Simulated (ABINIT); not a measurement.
**Quasiparticle gap of ZnSe (Stilleite) in ABINIT**

Aim: the G0W0 gap of ZnSe (Stilleite) on LDA, step by step.

Program: ABINIT 10.8.3. Level of theory: LDA and many-body steps on it, plane waves. Results are calculated unless marked as measured.

**Experimental background.**

- Gap 2.695 ± 0.003 eV: excitonic gap from free-exciton PL, not corrected for exciton binding; photoluminescence; 300 K; bulk crystal (Bridgman-grown crystal, polished and etched) (“Alloy Disordering Effects on the Thermal Conductivity and Energy Gap Temperature Dependence of Cd1−xZnxSe Ternary Crystals Grown by the Bridgman Method”, 2023, pmc:10253836).

Most raw output is cut from this account.

### 1. Starting point

The structure is cubic, space group F-43m (No. 216). Conventional cell: a = 5.668 Å, b = 5.668 Å, c = 5.668 Å, α = 90.00°, β = 90.00°, γ = 90.00°. Nearest to Zn lie 4 Se at 2.45 Å. Se has 4 Zn at 2.45 Å nearest. Farther neighbours and most contacts between anions are not listed.

As a file:

```cif
data_structure
_symmetry_space_group_name_H-M 'F-43m'
_symmetry_Int_Tables_number 216
_cell_length_a 5.6676
_cell_length_b 5.6676
_cell_length_c 5.6676
_cell_angle_alpha 90.000
_cell_angle_beta 90.000
_cell_angle_gamma 90.000
_cell_volume 182.05
loop_
_atom_site_label
_atom_site_type_symbol
_atom_site_symmetry_multiplicity
_atom_site_Wyckoff_symbol
_atom_site_fract_x
_atom_site_fract_y
_atom_site_fract_z
_atom_site_occupancy
Zn1 Zn 4 a 0.00000 0.00000 0.00000 1
Se1 Se 4 d 0.25000 0.25000 0.75000 1
```

The cell and positions come from the Crystallography Open Database and are kept as given unless a step says otherwise.

### 2. Ground state

This step: ABINIT 10.8.3; DFT, LDA, plane waves, norm-conserving pseudopotentials.

The ground-state density comes first.

run.abi

```
acell 3*1.0 Angstrom
rprim 
  -0.000000000000 2.833800000000 2.833800000000
  2.833800000000 -0.000000000000 2.833800000000
  2.833800000000 2.833800000000 0.000000000000
ntypat 2
znucl 30 34
natom 2
typat 1 2
xred 
  0.000000000000 0.000000000000 0.000000000000
  0.250000000000 0.250000000000 0.250000000000
pp_dirpath "pseudos"
pseudos "Zn.upf, Se.upf"
ecut 48
ngkpt 6 6 6
nshiftk 1
shiftk 0 0 0
kptopt 1
chksymbreak 0
nband 27
occopt 1
tolvrs 1e-10
nstep 60
prtwf 0
indata_prefix "in"
outdata_prefix "out"
tmpdata_prefix "tmp"
```

Command:

```console
> OMP_NUM_THREADS=1 mpirun -n 4 abinit run.abi > log
```

Wall time 22 s (4 MPI ranks of Arm Neoverse V2, shared host); peak memory 0.36 GiB.

This step gave:

| Property | Result |
| --- | --- |
| total energy | -14978.4699 eV |
| gap | 1.028 eV |
| k of the valence top | 0, 0, 0 |
| k of the conduction bottom | 0, 0, 0 |
| least direct gap | 1.028 eV |
| pressure | -4.605 GPa |

The gap is direct, at Γ.

The cutoff was set for levels, not for stress, so the pressure can be off by some GPa.

### 3. Bands along the symmetry lines

The cheap functional maps the bands first; the places of the edges decide which points the dearer methods must see.

run.abi

```
acell 3*1.0 Angstrom
rprim 
  -0.000000000000 2.833800000000 2.833800000000
  2.833800000000 -0.000000000000 2.833800000000
  2.833800000000 2.833800000000 0.000000000000
ntypat 2
znucl 30 34
natom 2
typat 1 2
xred 
  0.000000000000 0.000000000000 0.000000000000
  0.250000000000 0.250000000000 0.250000000000
pp_dirpath "pseudos"
pseudos "Zn.upf, Se.upf"
ecut 48
iscf -2
irdden 1
kptopt 0
nkpt 50
kpt 
  0.00000000 0.00000000 0.00000000
  -0.06250000 -0.06250000 0.00000000
  -0.12500000 -0.12500000 0.00000000
  -0.18750000 -0.18750000 0.00000000
  -0.25000000 -0.25000000 0.00000000
  -0.31250000 -0.31250000 0.00000000
  -0.37500000 -0.37500000 0.00000000
  -0.43750000 -0.43750000 0.00000000
  -0.50000000 -0.50000000 0.00000000
  -0.48437500 -0.48437500 0.03125000
  -0.46875000 -0.46875000 0.06250000
  -0.45312500 -0.45312500 0.09375000
  -0.43750000 -0.43750000 0.12500000
  -0.42187500 -0.42187500 0.15625000
  -0.40625000 -0.40625000 0.18750000
  -0.39062500 -0.39062500 0.21875000
  -0.37500000 -0.37500000 0.25000000
  -0.37500000 0.00000000 0.37500000
  -0.32812500 0.00000000 0.32812500
  -0.28125000 0.00000000 0.28125000
  -0.23437500 0.00000000 0.23437500
  -0.18750000 0.00000000 0.18750000
  -0.14062500 0.00000000 0.14062500
  -0.09375000 0.00000000 0.09375000
  -0.04687500 0.00000000 0.04687500
  0.00000000 0.00000000 0.00000000
  0.00000000 0.00000000 0.06250000
  0.00000000 0.00000000 0.12500000
  0.00000000 0.00000000 0.18750000
  0.00000000 0.00000000 0.25000000
  0.00000000 0.00000000 0.31250000
  0.00000000 0.00000000 0.37500000
  0.00000000 0.00000000 0.43750000
  0.00000000 0.00000000 0.50000000
  -0.06250000 -0.03125000 0.46875000
  -0.12500000 -0.06250000 0.43750000
  -0.18750000 -0.09375000 0.40625000
  -0.25000000 -0.12500000 0.37500000
  -0.31250000 -0.15625000 0.34375000
  -0.37500000 -0.18750000 0.31250000
  -0.43750000 -0.21875000 0.28125000
  -0.50000000 -0.25000000 0.25000000
  -0.50000000 -0.28125000 0.21875000
  -0.50000000 -0.31250000 0.18750000
  -0.50000000 -0.34375000 0.15625000
  -0.50000000 -0.37500000 0.12500000
  -0.50000000 -0.40625000 0.09375000
  -0.50000000 -0.43750000 0.06250000
  -0.50000000 -0.46875000 0.03125000
  -0.50000000 -0.50000000 0.00000000
istwfk *1
nband 32
nbdbuf 5
tolwfr 1e-07
nstep 50
prtwf 0
prtvol 0
indata_prefix "in"
outdata_prefix "out"
tmpdata_prefix "tmp"
```

The job ended after 25 s (4 MPI ranks; peak memory 0.39 GiB; 100 s of CPU time).

Numbers from this step:

```
gap                        : 1.028 eV
k of the valence top       : 0, 0, 0
k of the conduction bottom : 0, 0, 0
least direct gap           : 1.028 eV
```

The gap is 1.028 eV, as in the run before at this level.

Electronic bands along the path, in eV, zero at the top of the highest filled band:

| point | band 19 | band 20 | band 21 | band 22 | band 23 | band 24 | band 25 | band 26 |
| --- | --- | --- | --- | --- | --- | --- | --- | --- |
| Γ | -6.29 | 0.00 | 0.00 | 0.00 | 1.03 | 5.72 | 5.72 | 5.72 |
| halfway | -6.27 | -2.96 | -1.26 | -1.26 | 3.80 | 3.85 | 7.93 | 7.93 |
| X | -6.12 | -4.83 | -2.20 | -2.20 | 2.81 | 3.33 | 10.50 | 11.09 |
| halfway | -6.08 | -4.81 | -2.59 | -2.10 | 3.09 | 3.92 | 9.78 | 10.38 |
| U | -6.03 | -4.78 | -3.13 | -1.80 | 3.43 | 5.47 | 8.88 | 9.17 |
| jump to K | -6.03 | -4.78 | -3.13 | -1.80 | 3.43 | 5.47 | 8.88 | 9.17 |
| halfway | -6.27 | -3.41 | -1.77 | -0.50 | 3.63 | 5.81 | 6.53 | 6.60 |
| Γ | -6.29 | 0.00 | 0.00 | 0.00 | 1.03 | 5.72 | 5.72 | 5.72 |
| halfway | -6.29 | -3.12 | -0.48 | -0.48 | 2.56 | 6.35 | 6.35 | 6.40 |
| L | -6.14 | -5.29 | -0.87 | -0.87 | 2.35 | 6.30 | 6.30 | 8.35 |
| halfway | -6.08 | -4.96 | -2.45 | -1.48 | 4.08 | 5.41 | 7.30 | 8.53 |
| W | -5.99 | -4.75 | -2.80 | -2.69 | 5.35 | 5.44 | 6.81 | 7.57 |
| halfway | -6.05 | -4.79 | -2.51 | -2.46 | 3.72 | 4.16 | 9.07 | 9.14 |
| X | -6.12 | -4.83 | -2.20 | -2.20 | 2.81 | 3.33 | 10.50 | 11.09 |

### 4. Empty states on the mesh, 4×4×4 mesh, 129 bands

The sums over transitions need many empty states on a uniform mesh; this step solves for them.

run.abi

```
acell 3*1.0 Angstrom
rprim 
  -0.000000000000 2.833800000000 2.833800000000
  2.833800000000 -0.000000000000 2.833800000000
  2.833800000000 2.833800000000 0.000000000000
ntypat 2
znucl 30 34
natom 2
typat 1 2
xred 
  0.000000000000 0.000000000000 0.000000000000
  0.250000000000 0.250000000000 0.250000000000
pp_dirpath "pseudos"
pseudos "Zn.upf, Se.upf"
ecut 48
ngkpt 4 4 4
nshiftk 1
shiftk 0 0 0
kptopt 1
chksymbreak 0
iscf -2
irdden 1
istwfk *1
nband 129
nbdbuf 10
tolwfr 1e-09
nstep 60
prtvol 0
indata_prefix "in"
outdata_prefix "out"
tmpdata_prefix "tmp"
```

Wall time 36 s (4 MPI ranks); peak memory 0.38 GiB.

Numbers from this step:

| Quantity | Value |
| --- | --- |
| gap | 1.028 eV |
| k of the valence top | 0, 0, 0 |
| k of the conduction bottom | 0, 0, 0 |
| least direct gap | 1.028 eV |
| k points computed | 8 |
| lowest point of the top converged band, above the valence top | 87.2119 eV |

On this mesh the gap is 1.028 eV.

### 5. Screening, 4×4×4 mesh, 119 bands, screening to 130.6 eV

The RPA dielectric matrix is built and inverted for each q.

This step: RPA screening on LDA, plane waves, norm-conserving pseudopotentials.

run.abi, as its differences from that of step 4:

```diff
@@ -20,10 +20,11 @@
 chksymbreak 0
-iscf -2
-irdden 1
 istwfk *1
-nband 129
-nbdbuf 10
-tolwfr 1e-09
-nstep 60
-prtvol 0
+occopt 1
+irdwfk 1
+optdriver 3
+nband 119
+ecuteps 4.8
+inclvkb 2
+awtr 1
+symchi 1
 indata_prefix "in"
```

Run time: 43 s. Hardware: 4 MPI ranks; peak memory 1.2 GiB; 2.9 min of CPU time.

Numbers from this step:

- ε∞ with local fields, on this mesh, along the program's q direction: 19.54
- the same without local fields: 20.65
- plasma frequency: 36.51 eV
- plane waves in the screening matrix: 169

Local fields lower ε∞ by 5 %. On a Γ-centred mesh this coarse the value itself is usually too large, while a short band sum pulls it down.

### 6. Self-energy, 4×4×4 mesh, 119 bands, screening to 130.6 eV

The self-energy is evaluated for the states that the input lists, and the levels follow from it, in one-shot runs by the linearised quasiparticle equation.

This step: G0W0 on LDA, plane waves, norm-conserving pseudopotentials.

run.abi, as its differences from that of step 5:

```diff
@@ -23,8 +23,29 @@
 irdwfk 1
-optdriver 3
+optdriver 4
 nband 119
+gwcalctyp 0
+ecutsigx 48
+symsigma 1
+nkptgw 8
+kptgw 
+  0.0000000000 0.0000000000 0.0000000000
+  0.2500000000 0.0000000000 0.0000000000
+  0.5000000000 0.0000000000 0.0000000000
+  0.2500000000 0.2500000000 0.0000000000
+  0.5000000000 0.2500000000 0.0000000000
+  -0.2500000000 0.2500000000 0.0000000000
+  0.5000000000 0.5000000000 0.0000000000
+  -0.2500000000 0.5000000000 0.2500000000
+bdgw 
+  15 32
+  15 32
+  15 32
+  15 32
+  15 32
+  15 32
+  15 32
+  15 32
 ecuteps 4.8
-inclvkb 2
-awtr 1
-symchi 1
+irdscr 1
+ppmodel 1
 indata_prefix "in"
```

Elapsed: 2.3 min, on 4 MPI ranks; peak memory 1.9 GiB; 9.1 min of CPU time.

Numbers from this step:

```
G0W0 gap on the mesh                         : 1.990 eV
starting gap on the mesh                     : 1.028 eV
k of the valence top                         : 0, 0, 0
k of the conduction bottom                   : 0, 0, 0
Z at the valence top                         : 0.798
Z at the conduction bottom                   : 0.815
least direct G0W0 gap on the computed points : 1.990 eV
```

The gap on the mesh goes from 1.03 eV to 1.99 eV, a correction of +0.96 eV.

Limits: finite bands, cutoff and mesh; no spin-orbit coupling; coarse k mesh. v1 is the top filled band, c1 the lowest empty one. The levels before and after the correction (eV, zero at the valence-band top of each column):

|  | conduction bottom | valence top |
| --- | --- | --- |
| Kohn-Sham | 1.03 | 0.00 |
| G0W0 | 1.99 | 0.00 |

|  | level | energy (eV) |
| --- | --- | --- |
| Kohn-Sham | Γ v4 | -6.294 |
| Kohn-Sham | Γ v3-v1 | 0.000 |
| Kohn-Sham | Γ c1 | 1.028 |
| Kohn-Sham | Γ c2-c4 | 5.717 |
| G0W0 | Γ v4 | -7.447 |
| G0W0 | Γ v3-v1 | 0.000 |
| G0W0 | Γ c1 | 1.990 |
| G0W0 | Γ c2-c4 | 6.642 |

### 7. Where the time went

Times are wall times on 4 MPI ranks of Arm Neoverse V2, shared host, good to a factor of about two.

| step | time | share | memory (GiB) |
| --- | --- | --- | --- |
| ground state | 22 s | 8 % | 0.36 |
| bands along the symmetry lines | 25 s | 10 % | 0.39 |
| empty states on the mesh | 36 s | 14 % | 0.38 |
| screening | 43 s | 16 % | 1.2 |
| self-energy | 2.3 min | 52 % | 1.9 |

### 8. Summary of results

| Quantity | Value |
| --- | --- |
| LDA gap | 1.03 eV, direct |
| G0W0 gap on the mesh | 1.99 eV |
| GW settings | 4×4×4 mesh, 119 bands, screening to 130.6 eV, Godby-Needs plasmon pole |
| known limits | not at the basis limit; no spin-orbit coupling; coarse k mesh |

What this shows: G0W0 moves the gap on the mesh from 1.03 eV to 1.99 eV (+0.96 eV), with Z of 0.80 and 0.81 at the edges. Local fields lower the RPA ε∞ on this mesh from 20.65 to 19.54; a Γ-centred mesh this coarse tends to raise both, most where the direct gap is narrow, while a short band sum lowers them. The dearest step here is «self-energy». Against experiment, by G0W0@LDA: the direct gap of 1.99 eV lies −0.71 eV from the measured 2.695 ± 0.003 eV (exciton, 300 K, 2023). An exciton line or allowed optical edge lies below the quasiparticle gap by the binding energy; a forbidden edge can push the onset above it. The calculation has static nuclei and no excitons; a measured gap holds zero-point and thermal motion, which mostly lowers it. Against the values above the computed gap that would widen the miss. A likelier cause is too strong a screening: the start's gap is only 1.03 eV, the mesh is coarse, and one shot does not repair that. Bands and cutoff are finite, so the gap is not at the basis limit. The miss can reach some tenths of an eV and take either sign; the mesh is an error of its own. The 4×4×4 mesh is coarse for this cell, which bears on the long-range parts of exchange and screening. The many-body steps are scalar-relativistic: spin-orbit coupling is not in them.

[Paths, hosts, dates, memory and timing lines, banners, echoed tables and standing remarks are left out of the program output.]

[Logs are printed without paths, hosts, clocks, repeated set-up lines and the standing remarks that a program may print on its own settings, such as how far it seeks lower states.]

[Runs of the session that timed out or met a known fault of the program may be left out.]

[No measured gap is set beside runs whose start may be inverted or whose files or cutoffs have a known fault.]

[Hosts, paths, dates, database ids (printed as entryN), source tags and the programs' standing remarks are cut or masked in the printed files.]

[G0W0 gaps are taken among the corrected bands and points alone; a level outside them can change the order at an edge.]

[Where Ansatz stands beside ABINIT at settings called matched, ABINIT's density can come from a denser mesh and the files from another edition; pairs whose starting gaps differed by over 0.03 eV were left out, so agreement reads better than it is.]
